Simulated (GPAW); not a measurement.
# The basis that the transmission of furan-2,5-dithiol between two Al chains needs, part 2 of 2

Wanted: the zero-bias transmission of furan-2,5-dithiol between two Al chains on a ladder of levels, with run times.

GPAW 26.7.0; GPAW LCAO, PAW setups; Landauer transmission from Green's functions with principal layers (ASE), zero bias.

So far, transmission at the Fermi level (one spin): step 2 (double-zeta polarised basis, PBE, GPAW) 0.160; step 3 (basis szp(dzp), PBE, GPAW) 0.133; step 4 (basis sz(dzp), PBE, GPAW) 0.136; step 5 (LDA) 0.166.

## Step 7: Comparison

The curves are compared point by point over the common energies.

This step: comparison of transmission and cost over codes and levels (GPAW 26.7.0).

Ladder, by row:

```
   step  code  T at the Fermi level (sum over the listed spins)  conductance (G0)  r.m.s. T(E) from the first  wall time (s)  peak memory (GiB)  threads
    dzp  GPAW                                            0.1599            0.1534                           0          165.8               2.22        1
    szp  GPAW                                            0.1329            0.1268                     0.07459          151.6               2.18        1
     sz  GPAW                                            0.1355            0.1291                     0.06624          120.3               2.01        1
dzp-LDA  GPAW                                            0.1659            0.1588                     0.03634          140.5               2.21        1
```

The transmission, zone mean, sum over the listed spins by energy, zero at the Fermi level:

```
energy (eV)      dzp      szp       sz  dzp-LDA
     -2.000   2.5e-5   7.3e-5   3.6e-5   2.9e-5
     -1.800   7.1e-6   2.3e-5   4.3e-6   8.7e-6
     -1.600   1.7e-6   5.5e-6  2.6e-14   2.3e-6
     -1.400   2.4e-7   2.9e-8        0   3.7e-7
     -1.200        0        0        0        0
     -1.000        0        0        0        0
     -0.800        0        0        0        0
     -0.600  4.1e-14  1.1e-14  4.6e-14  4.5e-14
     -0.400   0.0183  6.5e-10   0.0275   0.0177
     -0.200    0.122   0.0936   0.0964    0.123
      0.000    0.160    0.133    0.136    0.166
      0.200    0.127    0.105    0.105    0.131
      0.400   0.0953    0.161    0.134    0.133
      0.450    0.111    0.172    0.651    0.151
      0.550    0.140    0.573   0.0730    0.158
      0.600    0.145    0.133   0.0740    0.196
      0.650    0.159   0.0706   0.0975    0.394
      0.700    0.277   0.0764    0.107   0.0812
      0.800   0.0820    0.130    0.114   0.0967
      1.000    0.141    0.160    0.124    0.151
      1.200    0.160    0.185    0.139    0.167
      1.400    0.178    0.220    0.160    0.185
      1.600    0.203    0.273    0.190    0.212
      1.800    0.236    0.356    0.232    0.250
      2.000    0.283    0.489    0.297    0.303
```

## Step 8: SCF mesh 1×1×6

The SCF mesh sets the Fermi level of the repeated cell.

This step: GPAW LCAO, PAW setups; Landauer transmission from Green's functions with principal layers (ASE), zero bias (GPAW 26.7.0).

File run.py:

```python
import json
import numpy as np
from ase import Atoms
from ase.transport.calculators import TransportCalculator
from gpaw import GPAW, FermiDirac
from gpaw.lcao.tools import get_lcao_hamiltonian
from scipy.linalg import eigh

# The junction with lead layers at both ends, along the third cell vector
device = Atoms(
    ['Al', 'Al', 'Al', 'Al', 'Al', 'Al', 'S', 'C', 'H', 'C', 'O', 'C', 'C', 'H', 'S', 'Al', 'Al', 'Al', 'Al', 'Al', 'Al'],
    positions=[
        [6.77287, 4.50000, 1.20000],
        [6.77287, 4.50000, 3.60000],
        [6.77287, 4.50000, 6.00000],
        [6.77287, 4.50000, 8.40000],
        [6.77287, 4.50000, 10.80000],
        [6.77287, 4.50000, 13.20000],
        [8.01970, 4.50001, 15.01257],
        [8.14181, 4.50001, 16.74575],
        [10.29573, 4.50001, 17.17035],
        [9.27582, 4.50001, 17.52911],
        [7.03750, 4.50001, 17.54393],
        [7.45716, 4.50000, 18.84182],
        [8.83647, 4.50000, 18.87623],
        [9.45494, 4.49999, 19.76262],
        [6.33092, 4.50000, 20.16834],
        [6.77287, 4.50000, 22.32350],
        [6.77287, 4.50000, 24.72350],
        [6.77287, 4.50000, 27.12350],
        [6.77287, 4.50000, 29.52350],
        [6.77287, 4.50000, 31.92350],
        [6.77287, 4.50000, 34.32350]],
    cell=[[13.54573, 0.0, 0.0], [0.0, 9.0, 0.0], [0.0, 0.0, 35.5235]],
    pbc=True)

# One principal layer of the lead: the first 4 atoms of the device
lead = Atoms(
    ['Al', 'Al', 'Al', 'Al'],
    positions=[
        [6.77287, 4.50000, 1.20000],
        [6.77287, 4.50000, 3.60000],
        [6.77287, 4.50000, 6.00000],
        [6.77287, 4.50000, 8.40000]],
    cell=[[13.54573, 0.0, 0.0], [0.0, 9.0, 0.0], [0.0, 0.0, 9.6]],
    pbc=True)

settings = dict(mode='lcao', basis='dzp', xc='PBE', h=0.18,
                occupations=FermiDirac(0.1), maxiter=250,
                mixer=dict(beta=0.1, nmaxold=8, weight=100.0),
                convergence=dict(density=0.0001))
energies = np.arange(-2, 2 + 1e-9, 0.05)
eta = 0.0001
n1, n2 = 1, 1
# k and -k transmit alike, so half of the mesh across the current serves
mesh = [(i, j) for i in range(n1) for j in range(n2) if (i, j) <= (-i % n1, -j % n2)]
weights = np.array([1 if (i, j) == (-i % n1, -j % n2) else 2 for i, j in mesh]) / (n1 * n2)

# [... helper functions left out ...]
fermi_lead = ground_state(lead, (1, 1, 12), 'lead.txt')
fermi_device = ground_state(device, (1, 1, 6), 'device.txt')
# [... loop over the mesh left out, but for ...]
        # Shift the lead onto the potential of the device's first layer
        shift = ((H[:, 0, 0] - H0[:, 0, 0]) / S0[0, 0]).real.mean()
# [...]
kT = 8.617333e-5 * 500
bias = [0.1, 0.2, 0.5, 1.0, 1.5, 2.0]
# [... integrals and printing left out ...]
```

On the command line:

```sh
$ OMP_NUM_THREADS=1 OPENBLAS_NUM_THREADS=1 python run.py
```

Log:

```text
basis functions: device 257, principal layer 52
Fermi level: lead -3.4800 eV, device -3.3191 eV; lead shifted by -0.0088 eV
largest coupling past the next layer 1.20e-15 eV, largest misfit of the first layer 0.049 eV
  E-E_F (eV)   T (one spin)  channels
    -2.000    2.4938e-05    1.0000
    -1.950    1.8481e-05    1.0000
    -1.900    1.3586e-05    1.0000
    -1.850    9.8958e-06    1.0000
    -1.800    7.1341e-06    1.0000
    -1.750    5.0837e-06    1.0000
    -1.700    3.5753e-06    1.0000
    -1.650    2.4766e-06    1.0000
    -1.600    1.6849e-06    1.0000
    -1.550    1.1204e-06    1.0000
    -1.500    7.2151e-07    1.0000
    -1.450    4.4104e-07    1.0000
    -1.400    2.4277e-07    1.0000
    -1.350    9.8822e-08    1.0000
    -1.300    3.8085e-13    0.0000
    -1.250    6.3523e-15    0.0000
[...]
1.650    2.0999e-01    3.0000
     1.700    2.1810e-01    3.0000
     1.750    2.2687e-01    3.0000
     1.800    2.3637e-01    3.0000
     1.850    2.4666e-01    3.0000
     1.900    2.5782e-01    3.0000
     1.950    2.6995e-01    3.0000
     2.000    2.8317e-01    3.0000
conductance at 500 K: 0.15337 G0 a cell; thermopower -0.3808 uV/K
current from the zero-bias T(E) at 0.1 V: 1.1824 uA
current from the zero-bias T(E) at 0.2 V: 2.3304 uA
current from the zero-bias T(E) at 0.5 V: 5.3157 uA
current from the zero-bias T(E) at 1.0 V: 8.39 uA
current from the zero-bias T(E) at 1.5 V: 11.243 uA
current from the zero-bias T(E) at 2.0 V: 13.427 uA
```

Run time: 3.2 min. Hardware: 1 thread of Intel Xeon Platinum 8488C (Sapphire Rapids), shared host; peak memory 2.2 GiB.

Numbers from this step:

```
conductance                                    : 0.1534 G₀
largest coupling past the next principal layer : 1.20e-15 eV
largest misfit of the first principal layer    : 0.04855 eV
shift that aligns the lead                     : -0.008752 eV
transmission at the Fermi level (one spin)     : 0.1598
```

One spin. Table of transmission, zone mean by energy, zero at the Fermi level:

```
energy (eV)  transmission, zone mean
      -2.00                   2.5e-5
      -1.90                   1.4e-5
      -1.80                   7.1e-6
      -1.70                   3.6e-6
      -1.55                   1.1e-6
      -1.45                   4.4e-7
      -1.35                   9.9e-8
      -1.25                        0
      -1.15                        0
      -1.05                        0
      -0.90                        0
      -0.80                        0
      -0.70                        0
      -0.60                        0
      -0.50                  2.8e-12
      -0.40                   0.0184
      -0.25                    0.106
      -0.15                    0.137
      -0.05                    0.157
       0.00                    0.160
       0.05                    0.157
       0.15                    0.138
       0.25                    0.115
       0.40                   0.0953
       0.50                    0.132
       0.60                    0.145
       0.70                    0.277
       0.80                   0.0820
       0.90                   0.0950
       1.05                    0.147
       1.15                    0.156
       1.25                    0.164
       1.35                    0.173
       1.45                    0.183
       1.55                    0.196
       1.70                    0.218
       1.80                    0.236
       1.90                    0.258
       2.00                    0.283
```

Crossings of the lead's bands, unfolded to its shortest repeat. The open channels, zone mean by energy, zero at the Fermi level:

```
energy (eV)  open channels, zone mean
      -2.00                         1
      -1.85                         1
      -1.70                         1
      -1.60                         1
      -1.45                         1
      -1.30                         0
      -1.15                         0
      -1.05                         0
      -0.90                         0
      -0.75                         0
      -0.60                         0
      -0.50                         0
      -0.35                         2
      -0.20                         2
      -0.05                         2
       0.00                         2
       0.05                         2
       0.20                         2
       0.35                         2
       0.50                         2
       0.60                         2
       0.75                         2
       0.90                         2
       1.05                         3
       1.15                         3
       1.30                         3
       1.45                         3
       1.60                         3
       1.70                         3
       1.85                         3
       2.00                         3
```

Not self-consistent under bias; the bias window is split evenly. Current through one cell, from the zero-bias transmission against bias:

```
bias (V)  current through one cell, from the zero-bias transmission (μA)
   0.100                                                            1.18
   0.200                                                            2.33
   0.500                                                            5.32
   1.000                                                            8.39
   1.500                                                            11.2
   2.000                                                            13.4
```

The transmission of the three most open eigenchannels by energy, zero at the Fermi level:

```
energy (eV)  channel 1  channel 2  channel 3
     -2.000     2.5e-5          0          0
     -1.800     7.1e-6          0          0
     -1.600     1.7e-6          0          0
     -1.400     2.4e-7          0          0
     -1.200          0          0          0
     -1.000          0          0          0
     -0.800          0          0          0
     -0.600          0          0          0
     -0.400     0.0132    0.00519          0
     -0.200      0.105     0.0172          0
      0.000      0.143     0.0169          0
      0.200      0.120    0.00602    3.2e-12
      0.400     0.0891    0.00619    6.5e-11
      0.600     0.0742     0.0704    5.8e-11
      0.800     0.0702     0.0118     2.3e-9
      1.000     0.0716     0.0685     5.8e-4
      1.200     0.0826     0.0765     9.1e-4
      1.400     0.0917     0.0852    0.00104
      1.600      0.102     0.0996    0.00112
      1.800      0.123      0.113    0.00119
      2.000      0.159      0.123    0.00125
```

The conductance equals that of the dzp run to 0.2 %.

## Step 9: A second varied run

A last run, with other settings again.

run.py, as its differences from that of step 8:

```diff
@@ -36,11 +36,8 @@
 
-# One principal layer of the lead: the first 4 atoms of the device
+# One principal layer of the lead: the first 1 atoms of the device
 lead = Atoms(
-    ['Al', 'Al', 'Al', 'Al'],
+    ['Al'],
     positions=[
-        [6.77287, 4.50000, 1.20000],
-        [6.77287, 4.50000, 3.60000],
-        [6.77287, 4.50000, 6.00000],
-        [6.77287, 4.50000, 8.40000]],
-    cell=[[13.54573, 0.0, 0.0], [0.0, 9.0, 0.0], [0.0, 0.0, 9.6]],
+        [6.77287, 4.50000, 1.20000]],
+    cell=[[13.54573, 0.0, 0.0], [0.0, 9.0, 0.0], [0.0, 0.0, 2.4]],
     pbc=True)
@@ -48,3 +45,3 @@
 settings = dict(mode='lcao', basis='dzp', xc='PBE', h=0.18,
-                occupations=FermiDirac(0.1), maxiter=250,
+                occupations=FermiDirac(0.1), maxiter=60,
                 mixer=dict(beta=0.1, nmaxold=8, weight=100.0),
@@ -60,3 +57,3 @@
 fermi_lead = ground_state(lead, (1, 1, 12), 'lead.txt')
-fermi_device = ground_state(device, (1, 1, 6), 'device.txt')
+fermi_device = ground_state(device, (1, 1, 2), 'device.txt')
 # [... loop over the mesh left out, but for ...]
```

Log:

```text
basis functions: device 257, principal layer 13
Fermi level: lead -3.4556 eV, device -3.3191 eV; lead shifted by 0.0124 eV
largest coupling past the next layer 1.21e+00 eV, largest misfit of the first layer 0.006 eV
  E-E_F (eV)   T (one spin)  channels
    -2.000    5.4281e-04    1.0000
    -1.950    5.3310e-05    1.0000
    -1.900    6.9888e-06    1.0000
    -1.850    1.3763e-06    1.0000
    -1.800    3.4435e-07    1.0000
    -1.750    9.7660e-08    1.0000
    -1.700    2.8781e-08    1.0000
    -1.650    8.0092e-09    1.0000
    -1.600    1.7702e-09    1.0000
    -1.550    1.6691e-10    1.0000
    -1.500    2.4947e-11    1.0000
    -1.450    2.8038e-10    1.0000
    -1.400    5.7781e-10    1.0000
    -1.350    8.0857e-10    1.0000
    -1.300    9.4988e-10    1.0000
    -1.250    1.0070e-09    1.0000
[...]
1.650    1.5067e-01    4.0000
     1.700    1.8645e-01    4.0000
     1.750    2.1276e-01    4.0000
     1.800    2.4329e-01    4.0000
     1.850    2.7642e-01    4.0000
     1.900    3.0937e-01    4.0000
     1.950    3.3806e-01    4.0000
     2.000    3.5792e-01    4.0000
conductance at 500 K: 0.21792 G0 a cell; thermopower -10.52 uV/K
current from the zero-bias T(E) at 0.1 V: 1.6503 uA
current from the zero-bias T(E) at 0.2 V: 3.0942 uA
current from the zero-bias T(E) at 0.5 V: 5.5686 uA
current from the zero-bias T(E) at 1.0 V: 7.2343 uA
current from the zero-bias T(E) at 1.5 V: 7.7491 uA
current from the zero-bias T(E) at 2.0 V: 9.2513 uA
```

It took 2.5 min on 1 thread; peak memory 2.1 GiB.

The run finished. A setting was moved off its sound value on purpose, so it serves as a test and not as the result.

The fault put into the input: a principal layer that is too short (n_lead = 1 and period = 2.4).

The two runs compared:

```
                                               quantity   this run   sound run  difference
                                       conductance (G₀)    0.21792     0.15338      0.0645
    largest coupling past the next principal layer (eV)     1.2114   1.196e-15        1.21
       largest misfit of the first principal layer (eV)  0.0064474    0.048545     -0.0421
                        shift that aligns the lead (eV)   0.012405  -0.0087433      0.0211
                   basis functions of a principal layer         13          52         -39
             transmission at the Fermi level (one spin)    0.26887     0.15985       0.109
open channels of the lead at the Fermi level (one spin)          3           2           1
```

One result that differs is the largest coupling past the next principal layer, 1.21 eV against 1.2e-15 eV.

## Step 10: What came out

```json
{
  "conductance": "0.153 G₀",
  "transmission at the Fermi level, mean of the spins": "0.160",
  "thermopower": "about 0 (under 1.5 μV/K)",
  "open channels of the lead there": "2"
}
```

In words: In the dzp basis the junction conducts 0.153 G₀ at 500 K, with T = 0.160 a spin at the Fermi level; no smaller basis tried comes within 10 % of that conductance. The scatterer reflects about 92 % of the incoming channels at the Fermi level. At the Fermi level two eigenchannels carry the current (0.14 and 0.017). Measured against the first run (dzp), the nearest curve is that of dzp-LDA (r.m.s. 0.036) and the farthest that of szp (0.075). Over the compared runs wall time goes from 120 s (sz) to 166 s (dzp), on a shared host. The geometry was built from estimated bond lengths and not relaxed, so the numbers describe this model structure. Semilocal functionals put molecular levels too near the Fermi level, so such conductances usually come out too high, and chain electrodes have a sharper density of states than real ones. An evenly spaced straight chain is an idealisation: free chains tend to dimerise, zigzag or, where a band edge lies near the Fermi level, turn magnetic. The currents use the zero-bias T(E) throughout, which holds only while the bias is small against the distance to the nearest feature.

[Logs are printed without paths, hosts, clocks, repeated set-up lines and the standing remarks that a program may print on its own settings, such as how far it seeks lower states.]

[Hosts, paths, dates, database ids (printed as entryN), source tags and the programs' standing remarks are cut or masked in the printed files.]
